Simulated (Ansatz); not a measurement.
## YBiS3 (model cell, started as cubic perovskite with Y in the octahedra): the cell at rest: bringing the structure to rest

Ansatz 0.2.0; DFT PBEsol, scalar-relativistic, plane waves, PAW; PAW set soft_1.

The structure was built from a prototype and need not be the compound's stable phase.

It takes space group Pm-3m (No. 221, cubic). The conventional cell has a = 5.370 Å, b = 5.370 Å, c = 5.370 Å, α = 90.00°, β = 90.00°, γ = 90.00°. Nearest to Bi lie 12 S at 3.80 Å. Nearest to Y lie 6 S at 2.69 Å. Nearest to S lie 2 Y at 2.69 Å. Farther neighbours and most contacts between anions are not listed.

Step by step:

```csv
step,energy less that of the first step (eV),largest force component (eV/Å),pressure (GPa),volume (Å³)
1,0.0000,0.0000,-6.77,154.89
2,-0.5409,0.0000,-0.21,133.15
3,-0.5412,0.0000,0.06,132.55
4,-0.5412,0.0000,0.00,132.69
5*,-0.5399,0.0000,0.00,132.69
```

Relaxation steps marked * repeat the geometry before them on a plane-wave basis chosen anew for their cell, so energy and pressure can jump there.

The run keeps the 48 symmetry operations that it works with, so distortions that break them were not tested.

```csv
"conventional cell, symmetrised",before,after,change
a (Å),5.370,5.100,-5.0 %
b (Å),5.370,5.100,-5.0 %
c (Å),5.370,5.100,-5.0 %
volume (Å³/atom),30.98,26.54,-14.3 %
```

Final coordinates:

```cif
data_structure
_symmetry_space_group_name_H-M 'P 1'
_symmetry_Int_Tables_number 1
_cell_length_a 5.1005
_cell_length_b 5.1005
_cell_length_c 5.1005
_cell_angle_alpha 90.000
_cell_angle_beta 90.000
_cell_angle_gamma 90.000
_cell_volume 132.69
loop_
_atom_site_label
_atom_site_type_symbol
_atom_site_fract_x
_atom_site_fract_y
_atom_site_fract_z
_atom_site_occupancy
Bi1 Bi 0.00000 0.00000 0.00000 1
Y2 Y 0.50000 0.50000 0.50000 1
S3 S 0.50000 0.50000 0.00000 1
S4 S 0.50000 0.00000 0.50000 1
S5 S 0.00000 0.50000 0.50000 1
```

This step gave:

```
pressure        : -2.13e-4 GPa
volume per atom : 26.54 Å³
```

**Question.** Which input gives these results?

The system, level and task follow from the heading and the kind of results. Meshes, cutoffs and thresholds can't be read from the results; these are the ones that the run used.

File input.yaml:

```yaml
crystal:
  lattice:
    - [5.3704, 0.0, 0.0]
    - [0.0, 5.3704, 0.0]
    - [0.0, 0.0, 5.3704]
  atoms:
    - { symbol: Bi, position: [0.0, 0.0, 0.0] }
    - { symbol: "Y", position: [0.5, 0.5, 0.5] }
    - { symbol: S, position: [0.5, 0.5, 0.0] }
    - { symbol: S, position: [0.5, 0.0, 0.5] }
    - { symbol: S, position: [0.0, 0.5, 0.5] }
kpoints:
  mp_grid: { grid: [8, 8, 8] }
hamiltonian:
  xc: pbesol
  pseudopotentials: { kind: paw, azcp: { folder: soft_1 }, xc_functional: pbe }
scf:
  occupations: { method: gaussian, width: 0.1 }
output:
  forces: true
  stress: true
  eigenvalues: true
relax:
  adjacent_minimum: "off"
  f_tol: 0.005
  max_steps: 80
  cell: { stress_tol: 0.05 }
```

Started as:

```sh
$ ansatz run input.yaml --threads 8 --pin off --max-ram 16384MiB --backend cpu --events-out ev --progress --plain --runs-dir out
```

[Logs are printed without paths, hosts, clocks, repeated set-up lines and the standing remarks that a program may print on its own settings, such as how far it seeks lower states.]

[Hosts, paths, dates, database ids (printed as entryN), source tags and the programs' standing remarks are cut or masked in the printed files.]
